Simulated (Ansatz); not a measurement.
## Starting-point dependence of the GW gap of Ta2O5 (P2/m)

Aim: G0W0 for Ta2O5 (P2/m) on several starting functionals, at one mesh, band count and screening cutoff.

Method: G0W0 on several functionals, plane waves, PAW, in Ansatz 0.2.0.

In doubt: masses and optical values from hybrid runs of this build are listed as unsure (step 3), which bears on the screening that GW takes from such a start.

### Step 1. Set-up

Symmetry: P2/m, No. 10, monoclinic system. The conventional cell has a = 3.841 Å, b = 3.863 Å, c = 6.778 Å, α = 90.00°, β = 105.57°, γ = 90.00°. Nearest to Ta lie 6 O at 1.90 to 2.21 Å. Nearest to O lie 2 Ta at 1.93 Å. O has 3 Ta at 1.98 to 2.21 Å nearest. O has 2 Ta at 1.90 Å nearest. Farther neighbours and most contacts between anions are not listed.

The cell and positions are those that the Materials Project relaxed with its own functionals (PBE, PBE+U or r2SCAN), kept fixed. Spin-orbit coupling is left out unless a step names it.

### Step 2. G0W0 on LDA

Now the one-shot GW correction: screening in the RPA, then the self-energy of the levels asked for. This step takes PAW set soft_1 files.

This step: G0W0 on LDA, plane waves, PAW; PAW set soft_1.

input.yaml

```yaml
crystal:
  lattice:
    - [3.8414080139, 0.0, 0.0]
    - [0.0, 3.86271575, 0.0]
    - [-1.8189421445, 0.0, 6.5289594201]
  atoms:
    - { symbol: Ta, position: [0.64953073, 0.0, 0.79131453] }
    - { symbol: Ta, position: [0.35046927, 0.0, 0.20868547] }
    - { symbol: O, position: [0.6621243, 0.5, 0.79832929] }
    - { symbol: O, position: [0.3378757, 0.5, 0.20167071] }
    - { symbol: O, position: [0.18976057, 0.0, 0.87062125] }
    - { symbol: O, position: [0.81023943, 0.0, 0.12937875] }
    - { symbol: O, position: [0.5, 0.0, 0.5] }
kpoints:
  mp_grid: { grid: [4, 4, 2] }
hamiltonian:
  xc: lda
  pseudopotentials: { kind: paw, azcp: { folder: soft_1 }, xc_functional: pbe }
scf:
  occupations: { method: fixed }
gw:
  n_empty_bands: 219
  ecut_chi: 100
  qp_bands: [v2, c2]
  qp_kpoints: band_edges
  screening: { model: contour_deformation }
```

On the command line:

```
$ ansatz run input.yaml --threads 2 --pin off --max-ram 92160MiB --backend cuda --events-out ev --progress --plain --runs-dir out --devices 1 --max-vram 13GiB
```

Numbers of over 12 decimals in the logs are rounded to 6 here.

Output:

```text
GPUs: using 1 of 1 available (devices: 1).
Engine: ansatz 0.2.0, x86_64-unknown-linux-gnu
Pseudopotentials: kind: paw
Pseudopotential: Ta, paw, valence charge 13, recommended cutoff 420 eV (normal), soft_1/Ta.paw.azcp
Pseudopotential: O, paw, valence charge 6, recommended cutoff 420 eV (normal), soft_1/O.paw.azcp
Functional definition: SPW92
  exchange = slater_x
  correlation = pw_c
device memory: the entry about to start is reckoned to put 1.0 GiB on a device that reports 48.7 GiB free (of which the cap on the GPU budget leaves the run 13.0 GiB)
GPU FFT provider: cuFFT
GPU libraries: cuBLAS 13.8.2, cuFFT 12.4.0, cuSOLVER 12.3.4
Crystal: 7 atoms, lattice volume = 96.878 Å³
Basis set: ecut = 420 eV, 1913 PW (Γ)
Bands: 35, of which v1, the nominal top of the filled ones, is band 28 counted from 1 (27 counted from 0)
Symmetry: 4 space group operations
Space group: P2/m (ITA 10), of the structure as read, at distance tolerance 4.6e-5 Å
k-points: 18 of 32
Non-local potential: Ta, projectors of the file, l = 0: 3, l = 1: 2, l = 2: 2, l = 3: 1
Non-local potential: O, projectors of the file, l = 0: 2, l = 1: 2, l = 2: 1
PAW form: soft (Blöchl's): semilocal exchange-correlation on the pseudo side does not see the compensation charge
PAW frozen core: Ta, regenerated for the run's functional, and the local potential with it (the file was generated under x = pbe(κ = 0.804, μ = 0.219515), c = pbe(β = 0.066725))
PAW frozen core: O, regenerated for the run's functional, and the local potential with it (the file was generated under x = pbe(κ = 0.804, μ = 0.219515), c = pbe(β = 0.066725))
PAW one-centre angular grid: Ta, 590 points (default); XC on 64 Gauss nodes
PAW one-centre angular grid: O, 110 points (default); XC on 64 Gauss nodes
Initial density: superposition of atomic densities (chi_scale 0.1, normalization cell, long waves kept (reshape's long-wave potential 0.02 eV rms))
Initial wavefunctions: pseudopotential atomic-orbital guess
GPU buffer pool allocated for 34992 grid points (all kernels)
GPU transforms: local potential and band sums: pruned to the plane-wave sphere, on 25×25×45
Functional: x = slater, c = lda
SCF iter   1: F=—  HF=-22151.318964 eV  |F-HF|=—  |Δ(HF+E_count)|=         —  Δρ=6.33e-2  dr2=3.45e0  ethr=3.10e-3  ⟨swp⟩=3.7  Hψ=2229  notcnv=0  defer=64
preconditioner: auto → Resta (q_TF=auto, 2.490 Å⁻¹)  ε∞=5.2  [insulator: Δε(μ)=2.581 eV  Ē_g=11.633 eV  n_scr=26 (ndim 8)  ℏωp=23.9 eV  f_vac=0.085  ε∞_Penn≈5.2]
SCF iter   2: F=—  HF=-22150.678916 eV  |F-HF|=—  |Δ(HF+E_count)|=   6.40e-1  Δρ=3.35e-2  dr2=7.40e-1  ethr=3.10e-3  ⟨swp⟩=2.0  Hψ=1117  notcnv=0  defer=59
SCF iter   3: F=—  HF=-22150.522545 eV  |F-HF|=—  |Δ(HF+E_count)|=   1.56e-1  Δρ=1.49e-2  dr2=2.51e-1  ethr=1.32e-3  ⟨swp⟩=2.1  Hψ=902  notcnv=0  defer=83
SCF iter   4: F=—  HF=-22150.458598 eV  |F-HF|=—  |Δ(HF+E_count)|=   6.39e-2  Δρ=4.00e-3  dr2=1.91e-2  ethr=4.49e-4  ⟨swp⟩=2.1  Hψ=1001  notcnv=0  defer=90
SCF iter   5: F=—  HF=-22150.459642 eV  |F-HF|=—  |Δ(HF+E_count)|=   1.04e-3  Δρ=3.31e-3  dr2=1.00e-2  ethr=3.40e-5  ⟨swp⟩=2.0  Hψ=1052  notcnv=0  defer=90
SCF iter   6: F=—  HF=-22150.458808 eV  |F-HF|=—  |Δ(HF+E_count)|=   8.35e-4  Δρ=6.09e-4  dr2=5.58e-4  ethr=1.79e-5  ⟨swp⟩=2.0  Hψ=974  notcnv=0  defer=90
SCF iter   7: F=—  HF=-22150.459239 eV  |F-HF|=—  |Δ(HF+E_count)|=   4.31e-4  Δρ=1.27e-4  dr2=1.96e-5  ethr=9.96e-7  ⟨swp⟩=2.0  Hψ=835  notcnv=0  defer=44
SCF iter   8: F=—  HF=-22150.459270 eV  |F-HF|=—  |Δ(HF+E_count)|=   3.10e-5  Δρ=7.69e-5  dr2=4.99e-6  ethr=3.50e-8  ⟨swp⟩=2.0  Hψ=914  notcnv=0  defer=28
SCF iter   9: F=—  HF=-22150.459271 eV  |F-HF|=—  |Δ(HF+E_count)|=   8.14e-7  Δρ=5.22e-5  dr2=2.35e-6  ethr=8.92e-9  ⟨swp⟩=2.0  Hψ=951  notcnv=0  defer=28
SCF iter  10: F=—  HF=-22150.459271 eV  |F-HF|=—  |Δ(HF+E_count)|=   4.93e-8  Δρ=2.21e-5  dr2=4.26e-7  ethr=4.20e-9  ⟨swp⟩=2.0  Hψ=735  notcnv=0  defer=28
SCF iter  11: F=-22150.459271 eV  HF=-22150.459271 eV  |F-HF|=1.50e-8  |Δ(HF+E_count)|=   5.15e-9  Δρ=4.96e-6  dr2=2.46e-8  ethr=1.79e-10  ⟨swp⟩=10.0  Hψ=1858  notcnv=0
SCF 1 converged in 11 iterations: F = -22150.459271 eV  dr2 = 2.46e-8
  greatest PAW one-centre occupation: 0.999 electrons in one spin orbital (limit 2), on the Ta atom at site 1 (counted from 0), in its partial waves of l = 0
device memory: the entry about to start is reckoned to put 1.2 GiB on a device that reports 50.0 GiB free (of which the cap on the GPU budget leaves the run 13.0 GiB)
NSCF: frozen V_eff on 18 k-points
the band table was solved once the SCF had ended and its energy, with any forces and stress, was formed, with the checks that follow a solve (2504 applications of the Hamiltonian). They found nothing against the state; the energy, forces and stress were not computed again (output.eigenvalues in the input reference)
device memory: the entry about to start is reckoned to put 2.8 GiB on a device that reports 48.6 GiB free (of which the cap on the GPU budget leaves the run 13.0 GiB)
NSCF: frozen V_eff on 18 k-points
G₀W₀ screening: q 1/18
[... further progress lines ...]
device memory: the entry about to start is reckoned to put 0.4 GiB on a device that reports 47.3 GiB free (of which the cap on the GPU budget leaves the run 13.0 GiB)
NSCF: frozen V_eff on 1 k-points
device memory: the entry about to start is reckoned to put 0.4 GiB on a device that reports 47.3 GiB free (of which the cap on the GPU budget leaves the run 13.0 GiB)
NSCF: frozen V_eff on 1 k-points
SCF converged after 11 iterations
Free energy (F): -22150.459271 eV
Harris-Foulkes:  -22150.459271 eV  (|F-HF|=1.50e-8)
Internal energy: -22150.459271 eV  (E = F + TS)
E sigma→0 (E₀):  -22150.459271 eV
Fermi energy:    6.653993 eV
--- Per-component energies (eV) ---
  E_band       = -569.278123
  E_kinetic    = 1608.360761
  E_local      = -4417.567659  (includes V_loc(G=0)·N_el)
  E_nonlocal   = 264.581273
  E_hartree    = 1662.831609
  E_xc         = -982.040109
  E_vxc        = -911.709349  (∫ρ·V_xc dr)
  E_paw        = -16875.600497  (= ΣΔE_a)
  E_vpaw       = -438.608796  (= ΣTr[D̂ρ^β])
  E_aug_tail   = 0.004222  (compensation charges beyond the density's cutoff)
  E_ewald      = -3412.031471
  E_core_change = 1.002601  (= ΣΔE_core)
  E_smearing   = -0.000000  (= −TS)
  E_closure    = -0.000000  (closes the sum)
  Σ components = -22150.459271   (vs F -22150.459271, Δ=0.00e0)
--- Band table (eV; the first three rows and the last of 18) ---
  k-point 0: bands = [... 24 lower, 5.7027, 5.8061, 6.0064, 6.0231, 8.8009, 9.1958, 9.3494, 10.8723, ... 3 higher]
  k-point 1: bands = [... 24 lower, 5.7068, 5.7485, 5.8399, 5.8403, 8.7603, 9.2407, 9.3234, 10.7121, ... 3 higher]
  k-point 2: bands = [... 24 lower, 4.7095, 5.1459, 5.2377, 5.9826, 10.4151, 10.8179, 10.8907, 10.9877, ... 3 higher]
  k-point 17: bands = [... 24 lower, 4.6448, 5.9312, 6.5287, 6.6540, 9.7217, 11.5962, 12.1426, 12.7537, ... 3 higher]
--- G₀W₀: contour deformation, 6 samples at zero and on the imaginary axis and 1 off it, 32 q-points, 219 empty bands' worth ---
  eigenvalues of the whole cell's RPA ε∞ on this k-mesh (on a slab, of 1 + 4πα/V) = 4.8028, 4.9763, 7.5450; static W/v taken at q = 0 is 0.176485
  gw.qp_kpoints: band_edges: 12 of 18 stored k-points solved, in 1 pass; an edge of the gap read off the rows below is read off those points alone
    valence top: of the k-points left out ik 3 came nearest to being solved in a further pass, in band 28 (counted from 1, as in the quasiparticle table): it holds the edge there only if its correction is more favourable than any solved in that band by at least 0.501 eV; those differ by 0.075 eV
    conduction bottom: of the k-points left out ik 15 came nearest to being solved in a further pass, in band 29 (counted from 1, as in the quasiparticle table): it holds the edge there only if its correction is more favourable than any solved in that band by at least 0.922 eV; those differ by 0.134 eV
    ik  band        ε_KS         Σx   Σc(E_QP)       V_xc       Z   E_QP_lin       E_QP  E_QP is
     0    27      6.0064   -27.6995     4.7663   -22.6878  0.7443     5.7599     5.7608  root
     0    28      6.0231   -25.4893     4.5308   -20.7416  0.7268     5.8053     5.8062  root
     0    29      8.8009   -13.1697    -4.4791   -18.8464  0.7943    10.0188     9.9983  root
     0    30      9.1958   -13.3864    -4.6783   -19.3027  0.7900    10.4575    10.4338  root
     1    27      5.8399   -27.6562     4.6934   -22.7075  0.7461     5.5834     5.5845  root
     1    28      5.8403   -24.9707     4.5254   -20.1970  0.7228     5.5907     5.5920  root
     1    29      8.7603   -13.1103    -4.4630   -18.7651  0.7949     9.9721     9.9520  root
     1    30      9.2407   -13.4450    -4.7043   -19.3942  0.7893    10.5099    10.4856  root
     4    27      4.9673   -25.2256     5.0830   -19.8019  0.7183     4.6238     4.6266  root
     4    28      6.3300   -25.9531     4.8149   -20.8978  0.7277     6.0885     6.0896  root
     4    29     10.8833   -14.1466    -4.9532   -20.3976  0.7646    12.2172    12.1812  root
     4    30     12.0541   -15.6275    -5.0160   -21.9960  0.7350    13.4541    13.4065  root
     5    27      5.2907   -24.8826     4.8543   -19.7033  0.7220     4.9633     4.9656  root
     5    28      6.3085   -25.9622     4.7489   -20.9791  0.7270     6.0733     6.0743  root
     5    29     10.7039   -13.5476    -5.2835   -20.1444  0.7674    12.0548    12.0171  root
     5    30     12.0055   -15.3893    -4.9816   -21.7136  0.7374    13.3948    13.3481  root
     6    27      5.7175   -24.7664     4.6283   -19.8516  0.7209     5.4292     5.4309  root
     6    28      5.9119   -25.2382     4.6092   -20.3765  0.7236     5.6581     5.6594  root
     6    29      9.1644   -13.4199    -4.6113   -19.2675  0.7904    10.4242    10.4006  root
     6    30      9.6669   -13.5052    -4.8772   -19.6924  0.7841    11.0068    10.9770  root
     7    27      5.7249   -24.8601     4.6466   -19.9287  0.7212     5.4384     5.4400  root
     7    28      5.8615   -25.1632     4.6223   -20.2815  0.7227     5.6007     5.6020  root
     7    29      8.9040   -13.2043    -4.4868   -18.8957  0.7934    10.1296    10.1085  root
     7    30      9.7895   -13.3012    -5.0496   -19.6675  0.7816    11.1379    11.1063  root
[...]
16    27      6.5367   -26.1992     4.8317   -21.1700  0.7296     6.3385     6.3391  root
    16    28      6.6263   -26.3316     4.8203   -21.3250  0.7297     6.4395     6.4401  root
    16    29      9.7806   -13.6044    -4.9162   -19.8466  0.7800    11.1387    11.1066  root
    16    30     11.5379   -15.0600    -5.3309   -21.8150  0.7462    13.0086    12.9619  root
    17    27      6.5287   -26.1649     4.8220   -21.1444  0.7297     6.3295     6.3302  root
    17    28      6.6540   -26.3653     4.8292   -21.3515  0.7296     6.4688     6.4694  root
    17    29      9.7217   -13.5156    -4.9232   -19.7630  0.7804    11.0777    11.0459  root
    17    30     11.5962   -15.1255    -5.3461   -21.8967  0.7449    13.0681    13.0213  root
```

Run time: 18 s. Hardware: 1 × NVIDIA H100 80GB HBM3 (shared by 6 runs) with 2 threads of AMD EPYC 7R13 (Zen 3), shared host; peak memory 1.3 GiB.

In the SCF lines HF is the Harris–Foulkes energy and dr2 the Hartree energy of the density residual, in eV; the loop may stop once dr2 is under the threshold and the program's other checks hold. Hψ counts applications of the Hamiltonian.

Numbers from this step:

```
bands summed                                 : 247
RPA ε∞ on this mesh (eigenvalues)            : 4.803, 4.976, 7.545
plane waves in the screening matrix          : 221
q-points in the mesh                         : 32
G0W0 gap on the mesh                         : 3.483 eV
k of the valence top                         : -0.5, -0.5, -0.5
k of the conduction bottom                   : 0, 0, -0.5
starting gap on the mesh                     : 2.106 eV
Z at the valence top                         : 0.7296
Z at the conduction bottom                   : 0.7949
least direct G0W0 gap on the computed points : 4.192 eV
```

The gap on the mesh goes from 2.11 eV to 3.48 eV, a correction of +1.38 eV. Between the two edge states, bare exchange in place of the xc potential would open the gap by 10.67 eV, and correlation takes back 9.29 eV.

### Step 3. G0W0 on HSE06

One-shot GW remembers its start. Another functional's orbitals and levels show by how much.

This step: G0W0 on HSE06, plane waves, PAW; PAW set soft_1.

Changes to input.yaml since step 2:

```diff
@@ -16,4 +16,4 @@
 hamiltonian:
-  xc: lda
-  pseudopotentials: { kind: paw, azcp: { folder: soft_1 }, xc_functional: pbe }
+  xc: hse06
+  pseudopotentials: { kind: paw, azcp: { folder: soft_1 } }
 scf:
```

Output:

```text
GPUs: using 1 of 1 available (devices: 1).
[...]
davidson cushion auto → on  (no smearing: the cushion is to keep the highest requested band from converging to the state above it; pin scf.eigensolver.cushion to override)
[...]
GPU FFT provider: cuFFT
GPU libraries: cuBLAS 13.8.2, cuFFT 12.4.0, cuSOLVER 12.3.4
Crystal: 7 atoms, lattice volume = 96.878 Å³
Basis set: ecut = 420 eV, 1913 PW (Γ)
Bands: 35, of which v1, the nominal top of the filled ones, is band 28 counted from 1 (27 counted from 0)
Symmetry: 4 space group operations
[...]
k-points: 18 of 32
[...]
GPU buffer pool allocated for 34992 grid points (all kernels)
[...]
SCF iter   1: F=—  HF=-22712.134303 eV  |F-HF|=—  |Δ(HF+E_count)|=         —  Δρ=7.63e-2  dr2=5.37e0  ethr=1.00e-1  ⟨swp⟩=4.0  Hψ=1975  notcnv=0
[...]
SCF iter   6: F=-22711.192450 eV  HF=-22711.192392 eV  |F-HF|=5.74e-5  |Δ(HF+E_count)|=   8.77e-4  Δρ=6.66e-4  dr2=1.70e-4  ethr=5.46e-6  ⟨swp⟩=3.0  Hψ=1532  notcnv=0
SCF 1 stopped early in 6 iterations: F = -22711.192450 eV  dr2 = 1.70e-4
[...]
GPU FFT provider: cuFFT
GPU libraries: cuBLAS 13.8.2, cuFFT 12.4.0, cuSOLVER 12.3.4
[...]
GPU buffer pool allocated for 34992 grid points (all kernels)
[...]
Free energy (F): -22711.295803 eV
Frozen-core exchange: fock
[...]
Internal energy: -22711.295803 eV  (E = F + TS)
E sigma→0 (E₀):  -22711.295803 eV
Fermi energy:    5.952851 eV
[...]
--- Band table (eV; the first three rows and the last of 18) ---
  k-point 0: bands = [... 24 lower, 4.9005, 5.1350, 5.2391, 5.3742, 9.6576, 10.0831, 10.2425]
  k-point 1: bands = [... 24 lower, 4.9123, 5.0732, 5.0806, 5.1864, 9.6147, 10.1317, 10.1501]
  k-point 2: bands = [... 24 lower, 3.9406, 4.4484, 4.5037, 5.2736, 11.3443, 11.7693, 11.8477]
  k-point 17: bands = [... 24 lower, 3.8649, 5.2232, 5.8195, 5.9529, 10.6847, 12.6945, 13.2229]
  guard bands above this table: 4 of the run's 35 bands. The solve was not asked for them (output.publish_guard_bands: true or output.eigenvalues: true publishes all)
[...]
0    27      5.2391   -27.8187     4.3619   -23.7432  0.7846     5.5247     5.5256  root
     0    28      5.3742   -25.6790     4.1994   -21.7288  0.7708     5.6228     5.6235  root
     0    29      9.6576   -12.7430    -4.2194   -17.6007  0.8275    10.2992    10.2958  root
     0    30     10.0831   -12.9988    -4.3688   -18.0253  0.8238    10.7448    10.7409  root
     1    27      5.0806   -25.2521     4.2501   -21.2081  0.7672     5.2861     5.2866  root
     1    28      5.1864   -25.2362     4.2007   -21.2475  0.7679     5.3978     5.3984  root
     1    29      9.6147   -12.6912    -4.2030   -17.5280  0.8280    10.2518    10.2484  root
     1    30     10.1317   -13.0588    -4.3906   -18.1117  0.8232    10.7980    10.7940  root
[...]
17    27      5.8195   -26.3190     4.4545   -22.1878  0.7721     6.1417     6.1428  root
    17    28      5.9529   -26.4992     4.4608   -22.3779  0.7720     6.2911     6.2923  root
    17    29     10.6847   -13.1185    -4.5229   -18.3483  0.8166    11.3967    11.3916  root
    17    30     12.6945   -14.7705    -4.8219   -20.4257  0.7906    13.5375    13.5278  root
```

The job ended after 65 s (1 × NVIDIA H100 80GB HBM3 (shared by 6 runs) with 2 threads; peak memory 1.6 GiB).

Numbers from this step:

- bands summed: 247
- RPA ε∞ on this mesh (eigenvalues): 3.640, 3.682, 4.961
- plane waves in the screening matrix: 221
- q-points in the mesh: 32
- G0W0 gap on the mesh: 3.956 eV
- k of the valence top: -0.5, -0.5, -0.5
- k of the conduction bottom: 0, 0, -0.5
- starting gap on the mesh: 3.662 eV
- Z at the valence top: 0.7720
- Z at the conduction bottom: 0.8280
- least direct G0W0 gap on the computed points: 4.672 eV

Against the run with 4×4×2 mesh, 219 empty bands, screening to 100 eV, PAW set soft_1 files on LDA, the gap moves by +0.47 eV, while the start moved by +1.56 eV.

(Part 1 of 2 ends here.)

[Paths, hosts, dates, memory and timing lines, banners, echoed tables and standing remarks are left out of the program output.]

[Logs are printed without paths, hosts, clocks, repeated set-up lines and the standing remarks that a program may print on its own settings, such as how far it seeks lower states.]

[Runs of the session that timed out or met a known fault of the program may be left out.]

[Cells called generated may have been cut or substituted from an entry of the Crystallography Open Database or the Materials Project.]

[Hosts, paths, dates, database ids (printed as entryN), source tags and the programs' standing remarks are cut or masked in the printed files.]
